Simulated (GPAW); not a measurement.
# Ga K ELNES/XANES of a GaN monolayer from DFT, part 2 of 2

Which transitions of a GaN monolayer are seen with the electric vector in the plane, and which normal to it?

GPAW 26.7.0; X-ray absorption from dipole matrix elements to empty bands, plane-wave PAW PBE.

So far. Step 3 (The field without a hole): The mesh shows a gap of 2.24 eV. The excited electron is kept all the same, which keeps the cell neutral.

### 5. Spectrum with XCH, Ga atom 1

The holes are 8.5 Å apart. In GPAW the data set carries the hole's charge, so charge=0 means a charged cell and charge=-1 a neutral one. The excited electron is kept in the cell, where it fills the lowest empty states and screens the hole. After the field has converged, empty bands are computed with the density fixed and the dipole matrix elements are summed.

The absorber has 3 N at 1.85 Å (trigonal planar).

The input, xas.py:

```python
import numpy as np
from ase import Atoms
from ase.parallel import parprint, paropen
from gpaw import GPAW, PW, FermiDirac, Mixer, MixerDif, setup_paths
from gpaw.test import gen
setup_paths.insert(0, '.')
gen('Ga', name='fch1s', xcname='PBE', corehole=(1, 0, 1), write_xml=True)
from gpaw.mpi import world
world.barrier()

atoms = Atoms('Ga7N7',
    cell=[[-8.025, 2.77994155, 0],
     [1.605, -8.33982464, 0],
     [0, 0, 10.4]],
    scaled_positions=[[0, 0, 0.5],
     [0.4285714, 0.1428571, 0.5],
     [0.8571429, 0.2857143, 0.5],
     [0.2857143, 0.4285714, 0.5],
     [0.7142857, 0.5714286, 0.5],
     [0.1428571, 0.7142857, 0.5],
     [0.5714286, 0.8571429, 0.5],
     [0.7619048, 0.8095238, 0.5],
     [0.1904762, 0.952381, 0.5],
     [0.6190476, 0.0952381, 0.5],
     [0.047619, 0.2380952, 0.5],
     [0.4761905, 0.3809524, 0.5],
     [0.9047619, 0.5238095, 0.5],
     [0.3333333, 0.6666667, 0.5]],
    pbc=True)
atoms.calc = calc = GPAW(legacy_gpaw=True, mode=PW(450, force_complex_dtype=True), xc='PBE', setups={0: 'fch1s'},
    kpts={'size': (2, 2, 1), 'gamma': True}, occupations=FermiDirac(0.04),
    charge=-1, mixer=Mixer(0.05, 8, 50), maxiter=150,
    convergence={'density': 0.0001, 'eigenstates': 1e-6}, txt='scf.txt')
energy = atoms.get_potential_energy() + calc.get_reference_energy()
ef = calc.get_fermi_level()
out = dict(energy=energy, fermi=ef, forces=atoms.get_forces().tolist())
parprint(f'all-electron energy {energy:.4f} eV, Fermi level {ef:.4f} eV')
ev = np.array([[calc.get_eigenvalues(k, s) for k in range(len(calc.get_ibz_k_points()))] for s in range(calc.get_number_of_spins())])
out['homo'], out['lumo'], out['counts'] = ev[ev < ef].max(), ev[ev > ef].min(), sorted(set((ev < ef).sum((0, 2)).tolist()))
out['filled'] = (ev[:, 0] < ef).sum(1).tolist()

from ase.units import Ha
from gpaw.xas import dipole_matrix_elements
nb = int(calc.get_number_of_electrons() / 2) + 182
top, nb = nb, nb + 8 + nb // 12
nscf = calc.fixed_density(kpts={'size': (2, 2, 1), 'gamma': True}, nbands=nb,
    convergence={'bands': top, 'eigenstates': 5e-3}, maxiter=60, txt='nscf.txt')
cell = atoms.cell.array
ops = [cell.T @ U.T @ np.linalg.inv(cell.T) for U in nscf.wfs.kd.symmetry.op_scc]
filled = [28]  # bands filled in the ground state, by spin
E = np.arange(-6, 28, 0.1)
fwhm = np.interp(E, [4, 25], [1.82, 3.5])
Y, X, zero, highest = 0, 0, 1e9, 1e9
for spin in range(nscf.get_number_of_spins()):
    wfs = nscf.wfs
    mine = wfs.bd.get_slice()  # this rank's bands
    A = dipole_matrix_elements(wfs.setups[0])
    eps = np.zeros((wfs.kd.nibzkpts, nb))
    d = np.zeros((3, A.shape[1], wfs.kd.nibzkpts, nb), complex)
    for kpt in wfs.kpt_u:
        if kpt.s == spin and 0 in kpt.P_ani:
            eps[kpt.k, mine] = kpt.eps_n * Ha
            d[:, :, kpt.k, mine] = (kpt.weight * wfs.nspins / 2) ** 0.5 * np.inner(A, kpt.P_ani[0])
    world.sum(eps)
    world.sum(d)
    T = np.einsum('amkn,bmkn->abkn', d, d.conj()).real
    T = sum(np.einsum('ai,ijkn,bj->abkn', R, T, R) for R in ops) / len(ops)
    empty = np.ones_like(eps, bool) & (np.arange(nb) >= filled[spin])
    zero, highest = min(zero, eps[empty].min()), min(highest, eps[:, top - 1].min())
    lines = [(eps, T, empty)] if spin == 0 else lines + [(eps, T, empty)]
for eps, T, empty in lines:
    f = np.einsum('aakn->akn', T).reshape(3, -1)
    x = eps.ravel() - zero
    w = np.interp(x, E, fwhm) / 2.35482
    g = np.exp(-0.5 * ((E[:, None] - x) / w) ** 2) / (w * (2 * np.pi) ** 0.5)
    Y = Y + (f * empty.ravel()) @ g.T
    X = X + (f * ~empty.ravel()) @ g.T
out.update(E=E.round(2).tolist(), xas=Y.tolist(), xes=X.tolist(), zero=zero, valid=highest - zero, nk=len(eps), nb=nb)
for i in range(0, len(E), 10):
    parprint(f'{E[i]:7.2f}', *(f'{v:10.3e}' for v in Y[:, i]))
import json
with paropen('out.json', 'w') as f:
    json.dump(out, f)
```

On the command line:

```
> OMP_NUM_THREADS=1 mpirun -n 4 gpaw python xas.py
```

Numbers of over 12 decimals in the logs are rounded to 6 here.

The program printed:

```text
Input parameters:
  charge: -1
  convergence: {density: 0.0001,
                eigenstates: 1e-06}
  kpts: {gamma: True,
         size: (2, 2, 1)}
  maxiter: 150
  mixer: {backend: pulay,
          beta: 0.05,
          method: separate,
          nmaxold: 8,
          weight: 50}
  mode: {ecut: 450.000000,
         force_complex_dtype: True,
         name: pw}
  occupations: {fixmagmom: False,
                name: fermi-dirac,
                width: 0.04}
  setups: {0: fch1s}
  xc: PBE

Initialize ...

[... PAW data sets ...]

Reference energy: -370155.317454  # eV

Spin-paired calculation

[... convergence settings ...]
Symmetries present (total): 2
  [... symmetry matrices ...]

4 k-points: 2 x 2 x 1 Monkhorst-Pack grid + [1/4,1/4,0.000000]
4 k-points in the irreducible part of the Brillouin zone
       k-points in crystal coordinates                weights
   0:     0.00000000    0.00000000    0.00000000          1/4
   1:     0.00000000    0.50000000    0.00000000          1/4
   2:     0.50000000    0.00000000    0.00000000          1/4
   3:     0.50000000    0.50000000    0.00000000          1/4

Wave functions: Plane wave expansion
  Cutoff energy: 450.000 eV
  Number of coefficients (min, max): 14093, 14096
  Pulay-stress correction: 0.000000 eV/Ang^3 (de/decut=0.000000)
  Using FFTW library
  Wavefunction extrapolation:
    Improved wavefunction reuse through dual PAW basis

Occupation numbers: Fermi-Dirac:
  width: 0.0400  # eV

Eigensolver
   Davidson(niter=2)

Densities:
  Coarse grid: 42*42*54 grid
  Fine grid: 84*84*108 grid
  Total Charge: 0.000000

Density mixing:
  Method: separate
  Backend: pulay
  Linear mixing parameter: 0.05
  old densities: 8
  Width of damping distribution: 1.1
  Damping of long wavelength oscillations: 50

[... Hamiltonian set-up ...]
Number of atoms: 14
Number of atomic orbitals: 56
Number of bands in calculation: 39
Number of valence electrons: 57
Bands to converge: occupied

... initialized

Initializing position-dependent things.

Density initialized from atomic densities
Creating initial wave functions:
  39 bands from LCAO basis set

            Ga   N  Ga      Ga

           N  Ga   N  Ga   N
             N       N
                Ga       Ga
                       N

Atomic positions and initial magnetic moments

Positions:
   0 Ga     0.000000    0.000000    5.200000    ( 0.0000,  0.0000,  0.0000)
   1 Ga    -3.210000    0.000000    5.200000    ( 0.0000,  0.0000,  0.0000)
   2 Ga    -6.420000    0.000000    5.200000    ( 0.0000,  0.0000,  0.0000)
   3 Ga    -1.605000   -2.779941    5.200000    ( 0.0000,  0.0000,  0.0000)
   4 Ga    -4.815000   -2.779942    5.200000    ( 0.0000,  0.0000,  0.0000)
   5 Ga     0.000000   -5.559883    5.200000    ( 0.0000,  0.0000,  0.0000)
   6 Ga    -3.210000   -5.559883    5.200000    ( 0.0000,  0.0000,  0.0000)
[...]
11 N     -3.210000   -1.853294    5.200000    ( 0.0000,  0.0000,  0.0000)
  12 N     -6.420000   -1.853294    5.200000    ( 0.0000,  0.0000,  0.0000)
  13 N     -1.605000   -4.633236    5.200000    ( 0.0000,  0.0000,  0.0000)

Unit cell:
           periodic     x           y           z      points  spacing
  1. axis:    yes   -8.025000    2.779942    0.000000    42     0.1751
  2. axis:    yes    1.605000   -8.339825    0.000000    42     0.1751
  3. axis:    yes    0.000000    0.000000   10.400000    54     0.1926

  Lengths:   8.492862   8.492862  10.400000
  Angles:   90.000000  90.000000 120.000000

Effective grid spacing dv^(1/3) = 0.1896

iter:   1   -91.391855
iter:   2   -88.082704   -1.00  -0.56
iter:   3   -79.101943   -0.12  -0.61
iter:   4   -79.187483   -1.44  -1.06
iter:   5   -80.400917   -1.01  -1.08
iter:   6   -79.455687   -0.58  -1.08
iter:   7   -79.017111   -1.82  -1.40
iter:   8   -78.994911   -2.35  -1.90
iter:   9   -78.998834c  -3.13  -2.44
iter:  10   -78.997098c  -3.84  -2.34
iter:  11   -78.995135c  -3.59  -2.40
iter:  12   -78.996064c  -3.85  -2.69
iter:  13   -78.994918c  -4.05  -2.67
iter:  14   -78.994931c  -4.58  -3.24
iter:  15   -78.994924c  -5.29  -3.41
iter:  16   -78.994928c  -6.05c -3.49
iter:  17   -78.994917c  -5.55  -3.58
iter:  18   -78.994917c  -6.42c -3.99
iter:  19   -78.994916c  -6.85c -4.03c

Converged after 19 iterations.

Dipole moment: (7.311674, -8.442756, 0.000000) |e|*Ang

Energy contributions relative to reference atoms: (reference = -370155.317454)

Kinetic:       +197.444154
Potential:     -171.133807
External:        +0.000000
XC:            -105.274317
Entropy (-ST):   -0.038193
Local:           -0.011850
SIC:             +0.000000
--------------------------
Free energy:    -79.014013
Extrapolated:   -78.994916

Showing only first 2 kpts
 Kpt  Band  Eigenvalues  Occupancy
  0    26     -3.26114    2.00000
  0    27     -3.26076    2.00000
  0    28     -0.84700    2.00000
  0    29      1.29464    0.00000

  1    26     -2.96088    2.00000
  1    27     -2.74368    2.00000
  1    28      0.48255    0.66621
[...]
Fermi level: 0.45479

No gap
No difference between direct/indirect transitions

Forces in eV/Ang:
  0 Ga    0.00008   -0.00016    0.00000
  1 Ga   -0.53375   -0.37451    0.00000
  2 Ga    0.59141   -0.27566    0.00000
  3 Ga   -0.57744   -0.25894    0.00000
  4 Ga   -0.05680    0.64938    0.00000
  5 Ga    0.06511    0.62966    0.00000
  6 Ga    0.51333   -0.37120    0.00000
[...]
11 N     0.09974   -0.00909    0.00000
 12 N    -0.05716   -0.08079    0.00000
 13 N     0.00054    0.00009    0.00000
Scalar-relativistic atomic PBE calculation for Ga (Gallium, Z=31)
Core hole in 1s state (1s occupation: 1.0)
600 radial gridpoints.
|------------------------------------------------|
|------------------------------------------------|
[... the atom generator's iteration count ...]

Energy contributions:
-------------------------
Kinetic:    +1582.696000
XC:           -66.183414
Potential:  -3077.448795
-------------------------
Total:      -1560.936209

state      eigenvalue         ekin         rmax
-----------------------------------------------
1s^1.0 :  -389.489147   491.277840        0.032
2s^2.0 :   -49.683385    97.080870        0.179
2p^6.0 :   -44.278459    95.840630        0.142
3s^2.0 :    -6.370658    22.110120        0.549
3p^6.0 :    -4.569804    20.074579        0.544
3d^10.0:    -1.425937    15.061013        0.502
4s^2.0 :    -0.719303     2.623253        1.733
4p^1.0 :    -0.414984     1.688292        2.088
-----------------------------------------------
(units: Bohr and Hartree)

Generating PAW setup
Kinetic energy of the core from tauc = 1590.66774801384
Cutoffs:
rc(s)=2.200
rc(p)=2.200
rc(d)=2.200
rc(vbar)=1.980
rc(comp)=2.200
rc(nct)=2.200

Kinetic energy of the core states: 1575.761202
Charge: 1.0
Core electrons: 27.0
Valence electrons: 3.0
Pseudo-core charge: 1.204949
Shape function alpha=2.066
Pseudo-electron charge 4.635910
state    eigenvalue         norm
--------------------------------
4s(2) :    -0.719303     1.202912
*s    :     0.280697
4p(1) :    -0.414984     1.025137
*p    :     0.585016
*d    :     0.000000
--------------------------------

Diagonalizing with gridspacing h=0.050

state   all-electron     PAW
-------------------------------
4s:      -0.719303    -0.719529
4p:      -0.414984    -0.415179
*d:                   -0.111571
*f:                   -0.022852
-------------------------------
all-electron energy -370234.3124 eV, Fermi level 0.4548 eV
[...]
25.00  8.166e-08  8.349e-08  7.242e-08
  26.00  5.421e-08  5.615e-08  4.482e-08
  27.00  2.736e-08  2.873e-08  2.273e-08
```

The job ended after 72 s (4 MPI ranks of Intel Xeon Platinum 8375C at 2.90GHz (Ice Lake), shared host; peak memory 0.65 GiB).

The Ga K spectrum, Ga atom 1, excited-electron core hole (neutral cell) (energy from the bottom of the conduction band, which holds the excited electron; intensity scaled to a mean of 1 over the first 20 eV):

```csv
E (eV),isotropic,ε ∥ x,ε ∥ z
-2.00,0.00,0.00,0.00
-1.25,0.00,0.00,0.00
-0.50,0.01,0.00,0.03
0.25,0.14,0.01,0.41
1.00,0.75,0.06,2.14
1.75,1.64,0.18,4.55
2.50,1.54,0.37,3.87
3.25,0.81,0.52,1.37
4.00,0.43,0.53,0.24
4.75,0.44,0.56,0.20
5.50,0.77,0.82,0.67
6.25,1.25,1.26,1.22
7.00,1.36,1.48,1.11
7.75,1.14,1.42,0.58
8.50,1.12,1.49,0.38
9.25,1.25,1.61,0.54
10.00,1.32,1.60,0.75
10.75,1.33,1.52,0.93
11.50,1.29,1.42,1.01
12.25,1.10,1.20,0.91
13.00,0.87,0.93,0.75
13.75,0.72,0.75,0.65
14.50,0.66,0.68,0.63
15.25,0.67,0.68,0.63
16.00,0.71,0.75,0.62
16.75,0.79,0.87,0.61
17.50,0.91,1.05,0.65
18.25,1.10,1.30,0.71
19.00,1.32,1.60,0.75
19.75,1.46,1.80,0.77
20.50,1.44,1.74,0.83
21.25,1.29,1.46,0.95
```

Main maxima below 21 eV (height): 2.0 eV (1.76), 6.8 eV (1.38), 10.8 eV (1.33) and 20.0 eV (1.47). A K edge sees empty p states; at this planar three-fold site the curve for the electric vector normal to the plane peaks at 2.0 eV, where it is mainly π* that absorbs: that direction carries over 70 % of the weight there.

The energy difference (zero at 10402 eV) isn't read as a photon energy: for so heavy an absorber the terms left out (the hole's spin, the functional's error) amount to tens of eV or more.

### 6. Cell without a hole, the energy reference

The absorbing element, whose data set is made anew, changes for the next run, so it gets a reference energy of its own.

The input, scf.py:

```python
import numpy as np
from ase import Atoms
from ase.parallel import parprint, paropen
from gpaw import GPAW, PW, FermiDirac, Mixer, MixerDif, setup_paths
from gpaw.test import gen
setup_paths.insert(0, '.')
gen('N', name='nch1s', xcname='PBE', corehole=(1, 0, 0), write_xml=True)
from gpaw.mpi import world
world.barrier()

atoms = Atoms('Ga7N7',
    cell=[[-8.025, 2.77994155, 0],
     [1.605, -8.33982464, 0],
     [0, 0, 10.4]],
    scaled_positions=[[0, 0, 0.5],
     [0.4285714, 0.1428571, 0.5],
     [0.8571429, 0.2857143, 0.5],
     [0.2857143, 0.4285714, 0.5],
     [0.7142857, 0.5714286, 0.5],
     [0.1428571, 0.7142857, 0.5],
     [0.5714286, 0.8571429, 0.5],
     [0.7619048, 0.8095238, 0.5],
     [0.1904762, 0.952381, 0.5],
     [0.6190476, 0.0952381, 0.5],
     [0.047619, 0.2380952, 0.5],
     [0.4761905, 0.3809524, 0.5],
     [0.9047619, 0.5238095, 0.5],
     [0.3333333, 0.6666667, 0.5]],
    pbc=True)
atoms.calc = calc = GPAW(legacy_gpaw=True, mode=PW(450, force_complex_dtype=True), xc='PBE', setups={7: 'nch1s'},
    kpts={'size': (2, 2, 1), 'gamma': True}, occupations=FermiDirac(0.02),
    charge=0, mixer=Mixer(0.05, 8, 50), maxiter=150,
    convergence={'density': 0.0001, 'eigenstates': 1e-6}, txt='scf.txt')
energy = atoms.get_potential_energy() + calc.get_reference_energy()
ef = calc.get_fermi_level()
out = dict(energy=energy, fermi=ef, forces=atoms.get_forces().tolist())
parprint(f'all-electron energy {energy:.4f} eV, Fermi level {ef:.4f} eV')
ev = np.array([[calc.get_eigenvalues(k, s) for k in range(len(calc.get_ibz_k_points()))] for s in range(calc.get_number_of_spins())])
out['homo'], out['lumo'], out['counts'] = ev[ev < ef].max(), ev[ev > ef].min(), sorted(set((ev < ef).sum((0, 2)).tolist()))
out['filled'] = (ev[:, 0] < ef).sum(1).tolist()
import json
with paropen('out.json', 'w') as f:
    json.dump(out, f)
```

On the command line:

```
> OMP_NUM_THREADS=1 mpirun -n 4 gpaw python scf.py
```

The program printed:

```text
Input parameters:
  convergence: {density: 0.0001,
                eigenstates: 1e-06}
  kpts: {gamma: True,
         size: (2, 2, 1)}
  maxiter: 150
  mixer: {backend: pulay,
          beta: 0.05,
          method: separate,
          nmaxold: 8,
          weight: 50}
  mode: {ecut: 450.000000,
         force_complex_dtype: True,
         name: pw}
  occupations: {fixmagmom: False,
                name: fermi-dirac,
[...]
2s(2) :    -0.682897     1.073459
*s    :     0.317103
2p(3) :    -0.260504     0.953429
*p    :     0.739496
*d    :     0.000000
--------------------------------

Diagonalizing with gridspacing h=0.050

state   all-electron     PAW
-------------------------------
2s:      -0.682897    -0.683965
2p:      -0.260504    -0.262602
*d:                    0.047814
*f:                    0.075943
-------------------------------
all-electron energy -380635.8645 eV, Fermi level -1.8617 eV
[key lines of the parts left out:]
Converged after 27 iterations.
Dipole moment: (7.239252, -8.359164, 0.000000) |e|*Ang
Free energy:    -71.113189
Fermi level: -1.86168
```

Wall time 42 s (4 MPI ranks); peak memory 0.39 GiB; 2.8 min of CPU time.

Reference energy: -380635.865 eV with the cores included.

### 7. Spectrum with XCH, N atom 8

The holes are 8.5 Å apart. The excited electron is kept in the cell, where it fills the lowest empty states and screens the hole. After the field has converged, empty bands are computed with the density fixed and the dipole matrix elements are summed.

The absorber has 3 Ga at 1.85 Å (trigonal planar).

Changes to xas.py since step 5:

```diff
@@ -6,3 +6,3 @@
 setup_paths.insert(0, '.')
-gen('Ga', name='fch1s', xcname='PBE', corehole=(1, 0, 1), write_xml=True)
+gen('N', name='fch1s', xcname='PBE', corehole=(1, 0, 1), write_xml=True)
 from gpaw.mpi import world
@@ -29,3 +29,3 @@
     pbc=True)
-atoms.calc = calc = GPAW(legacy_gpaw=True, mode=PW(450, force_complex_dtype=True), xc='PBE', setups={0: 'fch1s'},
+atoms.calc = calc = GPAW(legacy_gpaw=True, mode=PW(450, force_complex_dtype=True), xc='PBE', setups={7: 'fch1s'},
     kpts={'size': (2, 2, 1), 'gamma': True}, occupations=FermiDirac(0.04),
@@ -51,3 +51,3 @@
 E = np.arange(-6, 28, 0.1)
-fwhm = np.interp(E, [4, 25], [1.82, 3.5])
+fwhm = np.interp(E, [4, 25], [0.9, 3.5])
 Y, X, zero, highest = 0, 0, 1e9, 1e9
@@ -56,3 +56,3 @@
     mine = wfs.bd.get_slice()  # this rank's bands
-    A = dipole_matrix_elements(wfs.setups[0])
+    A = dipole_matrix_elements(wfs.setups[7])
     eps = np.zeros((wfs.kd.nibzkpts, nb))
@@ -60,5 +60,5 @@
     for kpt in wfs.kpt_u:
-        if kpt.s == spin and 0 in kpt.P_ani:
+        if kpt.s == spin and 7 in kpt.P_ani:
             eps[kpt.k, mine] = kpt.eps_n * Ha
-            d[:, :, kpt.k, mine] = (kpt.weight * wfs.nspins / 2) ** 0.5 * np.inner(A, kpt.P_ani[0])
+            d[:, :, kpt.k, mine] = (kpt.weight * wfs.nspins / 2) ** 0.5 * np.inner(A, kpt.P_ani[7])
     world.sum(eps)
```

On the command line:

```
> OMP_NUM_THREADS=1 mpirun -n 4 gpaw python xas.py
```

The program printed:

```text
Input parameters:
  charge: -1
  convergence: {density: 0.0001,
                eigenstates: 1e-06}
  kpts: {gamma: True,
         size: (2, 2, 1)}
  maxiter: 150
  mixer: {backend: pulay,
          beta: 0.05,
          method: separate,
          nmaxold: 8,
          weight: 50}
  mode: {ecut: 450.000000,
         force_complex_dtype: True,
         name: pw}
  occupations: {fixmagmom: False,
[...]
*p    :     0.078644
*d    :     0.000000
--------------------------------

Diagonalizing with gridspacing h=0.050

state   all-electron     PAW
-------------------------------
2s:      -1.344151    -1.345632
2p:      -0.921356    -0.925433
*d:                   -0.065555
*f:                   -0.013847
-------------------------------
all-electron energy -380229.6211 eV, Fermi level 0.5351 eV
[...]
26.00  4.150e-05  4.258e-05  1.253e-05
  27.00  1.949e-05  2.033e-05  5.961e-06
[key lines of the parts left out:]
Converged after 20 iterations.
Dipole moment: (6.907782, -8.797302, 0.000000) |e|*Ang
Free energy:    -85.148098
Fermi level: 0.53506
```

It took 82 s on 4 MPI ranks; peak memory 0.64 GiB; 5.5 min of CPU time.

The N K spectrum, N atom 8, excited-electron core hole (neutral cell) (energy from the bottom of the conduction band, which holds the excited electron; intensity scaled to a mean of 1 over the first 20 eV):

```csv
E (eV),isotropic,ε ∥ x,ε ∥ z
-2.0,0.00,0.00,0.00
-1.0,0.00,0.00,0.00
0.0,0.00,0.00,0.00
1.0,0.22,0.33,0.00
2.0,1.01,0.96,1.11
3.0,3.59,2.85,5.07
4.0,0.92,1.34,0.08
5.0,1.57,2.35,0.02
6.0,1.72,2.21,0.76
7.0,1.48,1.72,1.01
8.0,0.83,1.07,0.35
9.0,0.76,0.92,0.43
10.0,0.76,0.76,0.77
11.0,0.96,1.10,0.69
12.0,1.05,1.16,0.83
13.0,0.82,0.84,0.78
14.0,0.64,0.57,0.79
15.0,0.57,0.37,0.97
16.0,0.45,0.28,0.80
17.0,0.48,0.38,0.67
18.0,0.66,0.60,0.78
19.0,0.89,0.93,0.82
20.0,1.07,1.23,0.74
21.0,1.11,1.33,0.68
```

Main maxima below 20 eV (height): 2.9 eV (3.73), 4.8 eV (1.72), 6.4 eV (2.14) and 11.8 eV (1.06). A K edge sees empty p states; at this planar three-fold site they split into π* (normal to the plane) and σ* (in the plane).

The total-energy difference is 406.24 eV. One term is added: -7.82 eV, since the hole is spin-paired here and a spin-polarised one costs that much less in the free atom (computed apart). The photon energy is then 398.42 eV. The functional leaves an error of a few eV in such absolute values.

### 8. Outcome

| Property | Result |
| --- | --- |
| absorber and edge | Ga K, atom 1 of the ground-state input (counted from 1) |
| surroundings | 3 N at 1.85 Å (trigonal planar) |
| highest intensity below 20 eV | 2.0 eV above the zero, height 1.76 |

The Ga K edge of atom 1, with 3 N at 1.85 Å (trigonal planar), has its highest intensity of the first 20 eV at 2.0 eV above the zero, 1.8 times the mean level of the first 20 eV (Gaussian full width 1.82 eV up to 4 eV, rising linearly to 3.5 eV at 25 eV). At the Ga K edge of atom 1 polarisation matters most near 2.0 eV, where the curves differ by 4.6 on this scale. The script folds with a Gaussian, whereas the core hole's own line is a Lorentzian, so the onset is too steep and the first peak too high. Some eV above the zero the states pass the vacuum level, and features normal to the sheet may then be states of the box. The mesh is coarse (0.43 Å⁻¹ between points), so small maxima may be mesh ripples. Lifetime broadening is put in by hand, and intensities beyond about 20 eV depend on it and on the partial waves.

[Banner, clock and machine lines of the logs are left out without a mark of their own.]

[Logs are printed without paths, hosts, clocks, repeated set-up lines and the standing remarks that a program may print on its own settings, such as how far it seeks lower states.]

[Hosts, paths, dates, database ids (printed as entryN), source tags and the programs' standing remarks are cut or masked in the printed files.]

[Lists of maxima count a maximum above −3 eV only where it reaches 4 % of the highest in the window and stands out from its surroundings by 2 % of it (1.5 % where it reaches 55 %); shoulders and weaker maxima are passed over, and of the rest the first, up to two pre-edge ones and the few strongest are named.]
